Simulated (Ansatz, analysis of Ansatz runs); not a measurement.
# Migration in BaH2 (Pnma): V_H hop (3.0 Å), charge +1, part 3 of 3

How high is the barrier when H changes place in BaH2 (Pnma)? The case: V_H hop (3.0 Å), charge +1, in a cell of 48 host atoms with 1 H taken out.

Ansatz 0.2.0; plane-wave PAW DFT, LDA; nudged elastic band between two relaxed defect structures at fixed charge in a uniform background.

So far, barrier forward (eV): step 4 (nudged elastic band, charge +1) 0.471.

## Step 5: Single point at the top of the path, LDA

A single point at the top of the band gives the levels near the gap and the populations there.

This step: plane-wave PAW DFT, LDA; single point of a defect supercell on a structure of the LDA path.

The input, qp1.top.probe/input.yaml:

```yaml
crystal:
  lattice:
    - [-6.53156156, 4.0733167, 7.63914587]
    - [6.53156156, -4.0733167, 7.63914587]
    - [6.53156156, 4.0733167, -7.63914587]
  atoms:
    - { symbol: Ba, position: [0.31734872, 0.0813675, 0.01135112] }
    - { symbol: Ba, position: [0.30273154, 0.5373561, 0.46202527] }
[... 1 atom line left out ...]
    - { symbol: Ba, position: [0.80817251, 0.58800469, 0.00131977] }
[... 1 atom line left out ...]
    - { symbol: Ba, position: [0.1933724, 0.91122878, 0.49902689] }
[... 1 atom line left out ...]
    - { symbol: Ba, position: [0.69799477, 0.96217442, 1.03984027] }
[... 1 atom line left out ...]
    - { symbol: Ba, position: [0.19224368, 0.68807625, 0.7599871] }
[... 5 atom lines left out ...]
    - { symbol: Ba, position: [0.80606718, 0.81123882, 0.73913234] }
[... 7 atom lines left out ...]
    - { symbol: H, position: [0.51734993, 0.89182262, 0.10928218] }
[... 3 atom lines left out ...]
    - { symbol: H, position: [0.53854392, 0.93050477, 0.6352636] }
[... 1 atom line left out ...]
    - { symbol: H, position: [0.4600973, 0.56945932, 0.86041191] }
[... 11 atom lines left out ...]
    - { symbol: H, position: [0.16230405, 0.69649719, 0.28974109] }
[... 2 atom lines left out ...]
    - { symbol: H, position: [0.50009717, 0.7511854, 0.74874587] }
[... 1 atom line left out ...]
    - { symbol: H, position: [0.83883368, 0.80222485, 0.21024253] }
total_charge: 1
basis:
  ecutwfc: 420
  xc_grid: 2
hamiltonian:
  xc: lda
kpoints:
  mp_grid: { grid: [1, 1, 1], shift: [0.25, 0.25, 0.25] }
scf:
  occupations: { method: fixed }
  max_iter: 80
output:
  forces: true
  eigenvalues: true
  eigenstates: { localisation: true }
  populations: true
  write_density: true
  write_potential: true
  volumetric_format: npy
  elf: true
checkpoint:
  write: "../qp1.top.probe.run"
  compress: false
  write_wavefunctions: false
  write_every: 100000
```

On the command line:

```
$ ansatz run input.yaml --threads 4 --pin off --max-ram 7536MiB --backend cpu --events-out ev --progress --plain --runs-dir out
```

Numbers of over 12 decimals in the logs are rounded to 6 here.

Log:

```text
[...]
Crystal: 47 atoms, lattice volume = 812.962 Å³
Basis set: ecut = 420 eV, 15881 PW (Γ), exchange–correlation on 150×150×150 points (8 copies of the dense FFT grid, shifted against one another)
Bands: 142, of which v1, the nominal top of the filled ones, is band 95 counted from 1 (94 counted from 0)
Symmetry: 1 space group operations
[...]
k-points: 1
[...]
SCF iter   1: F=—  HF=-92990.293843 eV  |F-HF|=—  |Δ(HF+E_count)|=         —  Δρ=1.11e-2  dr2=1.08e0  ethr=1.77e-3  ⟨swp⟩=6.0  Hψ=495  notcnv=0  defer=42
[...]
SCF iter   7: F=-92989.876647 eV  HF=-92989.876647 eV  |F-HF|=1.21e-9  |Δ(HF+E_count)|=   2.57e-8  Δρ=8.81e-7  dr2=8.80e-9  ethr=5.26e-11  ⟨swp⟩=21.0  Hψ=1515  notcnv=0
SCF 1 converged in 7 iterations: F = -92989.876647 eV  dr2 = 8.80e-9
[...]
SCF converged after 7 iterations
Free energy (F): -92989.876647 eV
[...]
[... 17 atoms left out ...]
  atom  28  H     -0.00250500    -0.00186156     0.00412752
  [... 1 atom left out ...]
  atom  30  H      0.00538385     0.00450963    -0.00383260
  [... 11 atoms left out ...]
  atom  42  H      0.00008252    -0.00050993    -0.00231719
  [... 2 atoms left out ...]
  atom  45  H     -0.00208005    -0.00124772    -0.00080158
  [... 1 atom left out ...]
  atom  47  H     -0.00042879     0.00078308     0.00195875
  max |Σ_I F_I| component: 3.65e-7 eV/Å
--- Band table (eV) ---
[...]
--- Löwdin populations: 47 sites ---
  site symbol       q [e]
     0     Ba      8.4718
     1     Ba      8.4785
  [... 1 atom left out ...]
     3     Ba      8.4640
  [... 1 atom left out ...]
     5     Ba      8.4638
  [... 1 atom left out ...]
     7     Ba      8.4790
  [... 1 atom left out ...]
     9     Ba      8.4773
  [... 17 atoms left out ...]
    27      H      1.6082
  [... 1 atom left out ...]
    29      H      1.6066
  [... 11 atoms left out ...]
    41      H      1.6494
  [... 2 atoms left out ...]
    44      H      1.5896
  [... 1 atom left out ...]
    46      H      1.6497
  spilling = 0.022376 (of n_electrons = 190.000000)
[key lines of the parts left out:]
Fermi energy:    5.156451 eV
```

It took 5.9 s on 4 threads of Intel Xeon 6975P-C (Granite Rapids), shared host; peak memory 1 GiB.

Numbers from this step:

| Quantity | Value |
| --- | --- |
| free energy | -92989.8766 eV |

States next to the filling edge at the first k-point, on the run's own zero (eigenstates.tsv). The participation number counts the atoms that a state is spread over, of 47; bands count from 0.

```csv
spin,band,energy (eV),occupation,participation,largest share on,share
both,89,4.830,2.00,18.7,H46,0.11
both,90,4.846,2.00,26.1,H33,0.09
both,91,4.905,2.00,21.4,H46,0.10
both,92,4.944,2.00,26.5,H44,0.07
both,93,5.021,2.00,22.5,H47,0.08
both,94,5.157,2.00,7.1,H45,0.24
both,95,7.949,0.00,25.5,H45,0.11
both,96,8.211,0.00,38.5,H45,0.05
both,97,8.265,0.00,37.7,H23,0.05
both,98,8.319,0.00,43.2,Ba10,0.03
both,99,8.433,0.00,42.5,Ba8,0.04
```

Under LDA at one point at (¼, ¼, ¼), the highest filled state is spread over 7 of 47 atoms, and the lowest empty one, 2.79 eV above it, is spread over 26 of 47 atoms.

Valence electrons by atom (Löwdin), nearest atoms first, with the excess over far atoms of the same element, which can also hold differences between inequivalent host sites (the log counts sites from 0):

```csv
atom,distance from the centre (Å),electrons,excess
H45,0.03,1.590,-0.043
Ba8,2.45,8.479,0.015
Ba2,2.47,8.479,0.015
H30,2.73,1.607,-0.026
H28,2.76,1.608,-0.024
H47,3.28,1.650,0.017
H42,3.29,1.649,0.017
Ba6,3.34,8.464,0.000
```

Electrostatic potential energy in the ab plane at fractional z = 0.751, through the centre, with atoms of Ba and H within 0.45 Å of it. With pseudopotentials it is smooth inside the atoms' cores, unlike the true potential.

Values in eV, 13 rows by 16 columns, each cell a mean:
```
 10   9   9   9   9   8   7   8  10  10  10   9   5   4   8  10
 10  10   9   9   8   8   8   9  10  10   9   0 -21 -25  -8   7
 10   7  -1  -3   4   8   9   5   1  10   8  -6 -31 -34 -16   6
  8  -5 -29 -32 -12   6  10   2  -5   9   8   3  -9 -11   1   9
  8  -5 -28 -31 -11   7  10  10   9   8   8   8   8   8  10  10
 10   7   0  -1   6   9  10  10   8   7   7   8   9   9  10  10
 10  10  10   9   9   9  10  10   9   8   8   9   9   9   8   9
  8   9   9   7  -2  -6   3   9  10  10   9  10  10   9   9   8
  8   9   9  -2 -28 -33 -18   6  10   9   6   6   8   9   6   8
  9   9   8   0 -24 -29 -13   6   8  -1 -20 -21  -3   7   7   9
  9   6   6   8   3   1   6   9   8 -10 -33 -33 -12   7  10   9
  8   8   9  10   9   9  10  10   9   2 -13 -13   1   9   9   8
  9   8   9   9   9   9   9   9  10  10   8   8   9  10   9  10
```
Columns run along a (10.8 Å; values clipped at the 3rd and 97th percentile), rows up along b (10.8 Å). Atoms in or near the plane, at fractional coordinates: Ba at (0.19, 0.69), Ba at (0.68, 0.19), Ba at (0.32, 0.31), Ba at (0.81, 0.81), H at (0.16, 0.22), H at (0.50, 0.75), H at (0.84, 0.28).

ELF in the ab plane at fractional z = 0.751, through the centre, with atoms of Ba and H within 0.45 Å of it. It is the smooth field of the valence electrons, not physical close to the nuclei.

Ten even steps from '_' (0.14 × 1e-1) to '@' (9.99 × 1e-1), each cell a mean:
```
____..--====--..________________==%%@@@@##::______..::--::..
__..--**####**::________________::**%%%%==..::==++==::..____
____::++****++::__________________::==--..--**%%%%%%##==..__
______........__________..--++++--..____..**%%**::--####::__
______..--====--..____::##@@@@@@@@##::__::**%%==__::####::__
____..++%%%%%%%%**::__::%%@@@@@@@@@@++__..++%%##**##%%**..__
____==%%##----##%%==__..**@@@@@@@@@@**..__::++##%%##++::____
__..++%%++__..**%%==____::++##%%%%**--______....::..________
____==####++**%%##::__............____________..--==--::..__
____..==##%%%%**--..==##**--..______________..==##%%##++::__
______....::::..__==%%@@@@##::________________--**##**==::__
__--++**==::____..==%%@@@@##::______......____..::::::..____
__==%%@@@@##::____..::--==--..____..------::________________
__::**%%%%++....--==--::..______..--++****--..______________
____::====..::**%%%%%%##++..______::--==--..____::==++==..__
____________==%%##--==##%%--__________....______++@@@@%%++..
____..::....++%%==____**%%==________::==**++--..++@@@@@@%%::
__::##%%##----####++++%%##::______::##%%%%%%##==::##@@@@##::
__++@@@@@@##::==##%%%%**--______..++%%++..--####::::++++::__
__==%%@@@@%%--..::--::..________..**%%==__..####::__________
__..++%%%%##::____....::..________==%%%%**##%%**........____
______::::..____..==****==::______..==**####++::..++##**--..
________________..==++++==::______..........____--%%@@%%**::
________....______..::::::..____::****++--..____--##@@@@##::
```
Columns run along a (10.8 Å), rows up along b (10.8 Å). Atoms in or near the plane, at fractional coordinates: Ba at (0.19, 0.69), Ba at (0.68, 0.19), Ba at (0.32, 0.31), Ba at (0.81, 0.81), H at (0.16, 0.22), H at (0.50, 0.75), H at (0.84, 0.28).

Valence density in the ab plane at fractional z = 0.751, through the centre, with atoms of Ba and H within 0.45 Å of it. It is the smooth field of the valence electrons, not physical close to the nuclei.

Ten even steps from '0' (0.0 e/Å³) to '9' (1.3 e/Å³), each cell a mean:
```
000000000000000000110000000000
000010000000000000000001221000
000000000000000000000137885200
000000000000000000000279689410
000012210000012210000388369510
000268852000015841000269997300
002697895100014521000024542100
002793596100001100000000100000
001599984100000000000000000000
000246531000000000000000010000
000001000001100000000000011000
000000000001000000000000000000
000110000000000000000000000000
000110001111000000000000000000
000000026775200000000000000000
000000269789510000000000012210
000000288349610000122210124310
001111259999410001479862112210
002331124663100002896795100000
012331000110000003984695100000
001110000000000001699973000000
000000000000000000134421000000
000000000000000000000000001100
000000000000000000000000001100
```
Columns run along a (10.8 Å), rows up along b (10.8 Å). Atoms in or near the plane, at fractional coordinates: Ba at (0.19, 0.69), Ba at (0.68, 0.19), Ba at (0.32, 0.31), Ba at (0.81, 0.81), H at (0.16, 0.22), H at (0.50, 0.75), H at (0.84, 0.28).

The distance between the highest filled and the lowest empty level goes from 2.81 eV at the start to 2.79 eV at the top.

## Step 6: Band with another choice: L-BFGS optimiser

Another optimiser is tried on the same band.

This step: plane-wave PAW DFT, LDA; nudged elastic band between two relaxed defect structures at fixed charge in a uniform background.

The input, qp1.try0/input.yaml:

```yaml
crystal:
  lattice:
    - [-6.53156156, 4.0733167, 7.63914587]
    - [6.53156156, -4.0733167, 7.63914587]
    - [6.53156156, 4.0733167, -7.63914587]
  atoms:
    - { symbol: Ba, position: [0.31891496, 0.07584667, 0.00615634] }
    - { symbol: Ba, position: [0.31238705, 0.57133752, 0.49866948] }
    - { symbol: Ba, position: [0.81967798, 0.07591586, 0.50694732] }
    - { symbol: Ba, position: [0.82257554, 0.57123433, 0.0087858] }
    - { symbol: Ba, position: [0.1813333, 0.42756147, 0.99627948] }
    - { symbol: Ba, position: [0.17569257, 0.92030664, 0.49450193] }
    - { symbol: Ba, position: [0.68040371, 0.42220529, 0.49177514] }
    - { symbol: Ba, position: [0.68153703, 0.94171651, 1.01012962] }
    - { symbol: Ba, position: [0.17823103, 0.18338247, 0.25269043] }
    - { symbol: Ba, position: [0.18488899, 0.68567554, 0.75706074] }
    - { symbol: Ba, position: [0.68056226, 0.18327624, 0.75503908] }
    - { symbol: Ba, position: [0.67865168, 0.68572682, 0.25078831] }
    - { symbol: Ba, position: [0.31869838, 0.31160951, 0.74293117] }
    - { symbol: Ba, position: [0.31811784, 0.81599406, 0.24775636] }
    - { symbol: Ba, position: [0.82179019, 0.32140802, 0.24958695] }
    - { symbol: Ba, position: [0.82770549, 0.81677867, 0.73899806] }
    - { symbol: H, position: [0.46747604, 0.10771877, 0.88446233] }
    - { symbol: H, position: [0.48150942, 0.6117517, 0.40615546] }
    - { symbol: H, position: [0.97316345, 0.10771748, 0.39024516] }
    - { symbol: H, position: [0.95550809, 0.61170992, 0.88013244] }
    - { symbol: H, position: [0.02852262, 0.39367443, 0.11523801] }
    - { symbol: H, position: [0.02305414, 0.88856006, 0.61547114] }
    - { symbol: H, position: [0.53336871, 0.40271706, 0.6192234] }
    - { symbol: H, position: [0.52888243, 0.8934611, 0.1146088] }
    - { symbol: H, position: [0.03357613, 0.41714428, 0.64080609] }
    - { symbol: H, position: [0.00105308, 0.89921617, 0.11247518] }
    - { symbol: H, position: [0.52637819, 0.41721796, 0.13362541] }
    - { symbol: H, position: [0.53659265, 0.8991655, 0.64798482] }
    - { symbol: H, position: [0.47030008, 0.08570833, 0.36525045] }
    - { symbol: H, position: [0.47804102, 0.58659609, 0.85853245] }
    - { symbol: H, position: [0.97021742, 0.08204798, 0.86186152] }
    - { symbol: H, position: [0.97707658, 0.59081529, 0.36370333] }
    - { symbol: H, position: [0.33602488, 0.12905827, 0.54286053] }
    - { symbol: H, position: [0.33904536, 0.64225316, 0.05327492] }
    - { symbol: H, position: [0.84038856, 0.1452949, 0.0548745] }
    - { symbol: H, position: [0.83961982, 0.63321314, 0.54356931] }
    - { symbol: H, position: [0.16026665, 0.3603457, 0.44863756] }
    - { symbol: H, position: [0.16642821, 0.86109719, 0.95411947] }
    - { symbol: H, position: [0.66173089, 0.36028437, 0.95005588] }
    - { symbol: H, position: [0.65693516, 0.86116727, 0.44463865] }
    - { symbol: H, position: [0.16092274, 0.21216099, 0.80127117] }
    - { symbol: H, position: [0.15856078, 0.70707351, 0.29837366] }
    - { symbol: H, position: [0.66179789, 0.20559976, 0.2937523] }
    - { symbol: H, position: [0.3367951, 0.29088805, 0.20085772] }
    - { symbol: H, position: [0.34898379, 0.7882305, 0.70488905] }
    - { symbol: H, position: [0.83997521, 0.29095117, 0.70414782] }
    - { symbol: H, position: [0.83338877, 0.7881798, 0.18915587] }
total_charge: 1
basis:
  ecutwfc: 420
  xc_grid: 2
hamiltonian:
  xc: lda
kpoints:
  mp_grid: { grid: [1, 1, 1], shift: [0.25, 0.25, 0.25] }
scf:
  occupations: { method: fixed }
  max_iter: 80
output:
  forces: true
neb:
  images: 3
  f_tol: 0.03
  climbing: true
  initial_path: idpp
  max_iterations: 30
  order_check: false
  optimiser: lbfgs
  final_atoms:
    - { symbol: Ba, position: [0.31949007, 0.07703462, 0.00792599] }
    - { symbol: Ba, position: [0.31834523, 0.55715013, 0.48913489] }
[... 1 atom line left out ...]
    - { symbol: Ba, position: [0.82471875, 0.57984309, 0.00547093] }
[... 1 atom line left out ...]
    - { symbol: Ba, position: [0.17752523, 0.92802511, 0.4910392] }
[... 1 atom line left out ...]
    - { symbol: Ba, position: [0.68734724, 0.92803076, 1.00084189] }
[... 1 atom line left out ...]
    - { symbol: Ba, position: [0.17236456, 0.68273631, 0.76072936] }
[... 7 atom lines left out ...]
    - { symbol: H, position: [0.47101412, 0.60538646, 0.38470154] }
[... 5 atom lines left out ...]
    - { symbol: H, position: [0.51872449, 0.88755334, 0.0939623] }
[... 3 atom lines left out ...]
    - { symbol: H, position: [0.52262186, 0.91296551, 0.64075057] }
[... 1 atom line left out ...]
    - { symbol: H, position: [0.46336547, 0.59984347, 0.85159654] }
[... 11 atom lines left out ...]
    - { symbol: H, position: [0.16750179, 0.71159598, 0.31134841] }
[... 2 atom lines left out ...]
    - { symbol: H, position: [0.65060386, 0.71159907, 0.79442031] }
[... 1 atom line left out ...]
    - { symbol: H, position: [0.84144851, 0.79296821, 0.2018621] }
```

Log:

```text
[...]
parallel-image band execution: 3 concurrent image workers
NEB image 0
Crystal: 47 atoms, lattice volume = 812.962 Å³
Basis set: ecut = 420 eV, 15881 PW (Γ), exchange–correlation on 150×150×150 points (8 copies of the dense FFT grid, shifted against one another)
Bands: 142, of which v1, the nominal top of the filled ones, is band 95 counted from 1 (94 counted from 0)
Symmetry: 1 space group operations
k-points: 1
[...]
SCF iter   1: F=—  HF=-92990.766872 eV  |F-HF|=—  |Δ(HF+E_count)|=         —  Δρ=1.10e-2  dr2=1.09e0  ethr=1.77e-3  ⟨swp⟩=8.0  Hψ=666  notcnv=0  defer=44
[...]
SCF iter   7: F=-92990.347364 eV  HF=-92990.347364 eV  |F-HF|=4.38e-9  |Δ(HF+E_count)|=   9.54e-8  Δρ=1.52e-6  dr2=2.98e-8  ethr=5.26e-11  ⟨swp⟩=4.0  Hψ=431  notcnv=0
SCF 1 converged in 7 iterations: F = -92990.347364 eV  dr2 = 2.98e-8
[...]
NEB image 4
[...]
SCF 2 converged in 7 iterations: F = -92990.347767 eV  dr2 = 3.01e-8
[...]
NEB end point (image 0): max|allowed force component| = 1.223e-2 eV/Å (the criterion of neb.relax_end_points is 1.000e-2)
NEB end point (image 4): max|allowed force component| = 7.789e-3 eV/Å (the criterion of neb.relax_end_points is 1.000e-2)
NEB image 1
[...]
SCF 3 converged in 7 iterations: F = -92989.956680 eV  dr2 = 2.73e-8
NEB image 2
[...]
1    0.9108      0.181381                          1.701e-2
  *   2    1.8200      0.478198                          2.857e-2
      3    2.7165      0.183127                          1.515e-2
      4    3.6142     -0.000403                                 —
  climbing-image geometry (image 2):
  cell:  # Å, volume = 812.9615 Å³
    - [-6.53156156, 4.0733167, 7.63914587]
    - [6.53156156, -4.0733167, 7.63914587]
    - [6.53156156, 4.0733167, -7.63914587]
  atoms:
    - { symbol: Ba, position: [0.316514, 0.078956, 0.010081] }
    - { symbol: Ba, position: [0.300924, 0.538405, 0.464967] }
    - { symbol: Ba, position: [0.823595, 0.068635, 0.508613] }
    - { symbol: Ba, position: [0.809864, 0.585161, 0.001245] }
    - { symbol: Ba, position: [0.176918, 0.430487, 0.992176] }
    - { symbol: Ba, position: [0.193958, 0.913540, 0.500326] }
    - { symbol: Ba, position: [0.682969, 0.420138, 0.489697] }
    - { symbol: Ba, position: [0.699849, 0.960112, 1.036962] }
[...]
- { symbol: Ba, position: [0.316304, 0.307054, 0.744672] }
    - { symbol: Ba, position: [0.320502, 0.816700, 0.245176] }
    - { symbol: Ba, position: [0.825110, 0.326921, 0.251870] }
    - { symbol: Ba, position: [0.806252, 0.812159, 0.739270] }
    - { symbol: H, position: [0.462319, 0.102361, 0.884347] }
    - { symbol: H, position: [0.479353, 0.606427, 0.393038] }
    - { symbol: H, position: [0.992602, 0.105182, 0.409877] }
    - { symbol: H, position: [0.948910, 0.610297, 0.875784] }
    - { symbol: H, position: [0.008426, 0.393812, 0.090953] }
    - { symbol: H, position: [0.052271, 0.888884, 0.623602] }
    - { symbol: H, position: [0.539160, 0.396868, 0.617265] }
    - { symbol: H, position: [0.519570, 0.891635, 0.106478] }
[...]
- { symbol: H, position: [0.332265, 0.301063, 0.210615] }
    - { symbol: H, position: [0.498368, 0.753359, 0.742552] }
    - { symbol: H, position: [0.842034, 0.285485, 0.694019] }
    - { symbol: H, position: [0.841077, 0.800138, 0.207121] }
[key lines of the parts left out:]
SCF converged after 5 iterations
Free energy (F): -92989.869166 eV
Fermi energy:    5.155918 eV
```

Run time: 2.3 min. Hardware: 4 threads; peak memory 2.2 GiB; 6.1 min of CPU time.

The change under test: L-BFGS optimiser; step limits can differ too, as the input shows.

Images along the path:

```csv
image,path (Å),energy (eV),"H45: x, y, z (Å)"
0,0.000,0.0000,"7.473, 1.082, 3.303"
1,0.911,0.1814,"7.039, 1.430, 3.529"
2,1.820,0.4782,"6.516, 1.986, 3.890"
3,2.717,0.1831,"6.009, 2.599, 4.157"
4,3.614,-0.0004,"5.587, 2.987, 4.337"
```

Read from the output:

| Property | Result |
| --- | --- |
| free energy | -92989.8692 eV |
| barrier forward | 0.4782 eV |
| barrier backward | 0.4786 eV |
| end less start | -4.03e-4 eV |
| hop length | 2.874 Å |

Track of the atom that was set to move:

```csv
image,x (Å),y (Å),z (Å),nearest neighbour,distance (Å)
0,7.473,1.082,3.303,Ba,2.543
1,7.039,1.43,3.529,Ba,2.468
2,6.516,1.986,3.89,Ba,2.429
3,6.009,2.599,4.157,Ba,2.469
4,5.587,2.987,4.337,Ba,2.544
```

This gives 0.478 eV against the band's 0.471 eV, in 19 iterations against 9.

## Step 7: Summary of results

| Item | Value |
| --- | --- |
| barrier forward | 0.47 eV |
| barrier backward | 0.47 eV |
| end less start | 0.00 eV |
| hop length | 2.87 Å |
| band iterations, as the log counts them | 9 |

In words: The top of the band lies 0.47 eV above the start and 0.47 eV above the end, which are alike in energy and neighbours. For hydrogen, zero-point energy and tunnelling change the rate much, so no rate follows from this barrier alone. At the top H45 stands 2.46 Å from its nearest Ba, 0.09 Å closer than at the start. No image-charge correction is applied; it largely cancels along a path if the charge stays localised alike. What this leaves open: one k-point off the zone centre stands for the whole zone; periodic copies of the defect are only 8.1 Å apart; spin–orbit coupling, which can matter with heavy atoms, is left out.

[Logs are printed without paths, hosts, clocks, repeated set-up lines and the standing remarks that a program may print on its own settings, such as how far it seeks lower states.]

[Hosts, paths, dates, database ids (printed as entryN), source tags and the programs' standing remarks are cut or masked in the printed files.]
